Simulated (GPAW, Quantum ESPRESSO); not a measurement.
The Y L₃ edge of atom 1 in Y (P6_3/mmc), with 6 Y at 3.56 Å and 6 Y at 3.65 Å (anticuboctahedral, as in hcp, site symmetry -6m2), was computed in 2 ways: excited-electron core hole (neutral cell) and no core hole. Program and functional: Quantum ESPRESSO XSpectra, LDA, Lorentzian half width 0.75 eV; cells of 2 and 6 atoms (the run without a hole in the smaller).

Each run is counted from its own lowest empty level or Fermi level and scaled to a mean of 1 over its first 20 eV.

```
E (eV)  run 1  run 2
  -2.0   0.15   0.22
  -1.5   0.19   0.30
  -1.0   0.27   0.43
  -0.5   0.41   0.68
   0.0   0.65   1.16
   0.5   0.89   1.68
   1.0   1.17   2.13
   1.5   1.38   2.21
   2.0   1.43   2.02
   2.5   1.39   1.84
   3.0   1.39   1.85
   3.5   1.53   2.00
   4.0   1.78   2.07
   4.5   2.10   1.92
   5.0   2.16   1.55
   5.5   1.81   1.17
   6.0   1.40   0.90
   6.5   1.08   0.76
   7.0   0.97   0.74
   7.5   0.95   0.75
   8.0   0.89   0.73
   8.5   0.84   0.71
   9.0   0.82   0.70
   9.5   0.84   0.72
  10.0   0.87   0.76
  10.5   0.92   0.79
  11.0   0.94   0.76
  11.5   0.86   0.71
  12.0   0.78   0.64
  12.5   0.73   0.56
  13.0   0.64   0.51
  13.5   0.56   0.50
  14.0   0.55   0.48
  14.5   0.55   0.49
  15.0   0.56   0.52
  15.5   0.59   0.57
  16.0   0.63   0.62
  16.5   0.71   0.68
  17.0   0.77   0.73
  17.5   0.77   0.71
  18.0   0.77   0.67
  18.5   0.77   0.65
  19.0   0.70   0.63
  19.5   0.65   0.61
  20.0   0.67   0.60
  20.5   0.69   0.61
  21.0   0.69   0.62
  21.5   0.69   0.64
  22.0   0.71   0.63
  22.5   0.71   0.60
  23.0   0.65   0.56
  23.5   0.60   0.54
  24.0   0.56   0.51
  24.5   0.54   0.48
  25.0   0.54   0.48
  25.5   0.55   0.49
  26.0   0.55   0.50
  26.5   0.55   0.51
  27.0   0.57   0.52
  27.5   0.59   0.54
  28.0   0.59   0.55
  28.5   0.58   0.56
  29.0   0.58   0.56
  29.5   0.60   0.56
  30.0   0.60   0.54
  30.5   0.59   0.54
  31.0   0.60   0.56
  31.5   0.63   0.56
  32.0   0.65   0.53
```

Q: Which run is which?

Run 1: no core hole (area from −2 to 6 eV 9.7, main maxima 2.0 eV (1.43), 4.8 eV (2.18), 10.8 eV (0.94) and 18.2 eV (0.78)). Run 2: excited-electron core hole (neutral cell) (area from −2 to 6 eV 11.8, main maxima 1.2 eV (2.22), 4.0 eV (2.07), 10.5 eV (0.79) and 17.2 eV (0.73)). With each curve scaled to its own mean, the area from −2 to 6 eV with the hole is 11.8 against 9.7, and the centre of weight from −1 to 20 eV moves by -1.0 eV: the hole pulls the absorber's empty states down.

[Banner, clock and machine lines of the logs are left out without a mark of their own.]

[Logs are printed without paths, hosts, clocks, repeated set-up lines and the standing remarks that a program may print on its own settings, such as how far it seeks lower states.]

[Hosts, paths, dates, database ids (printed as entryN), source tags and the programs' standing remarks are cut or masked in the printed files.]

[Lists of maxima count a maximum above −3 eV only where it reaches 4 % of the highest in the window and stands out from its surroundings by 2 % of it (1.5 % where it reaches 55 %); shoulders and weaker maxima are passed over, and of the rest the first, up to two pre-edge ones and the few strongest are named.]
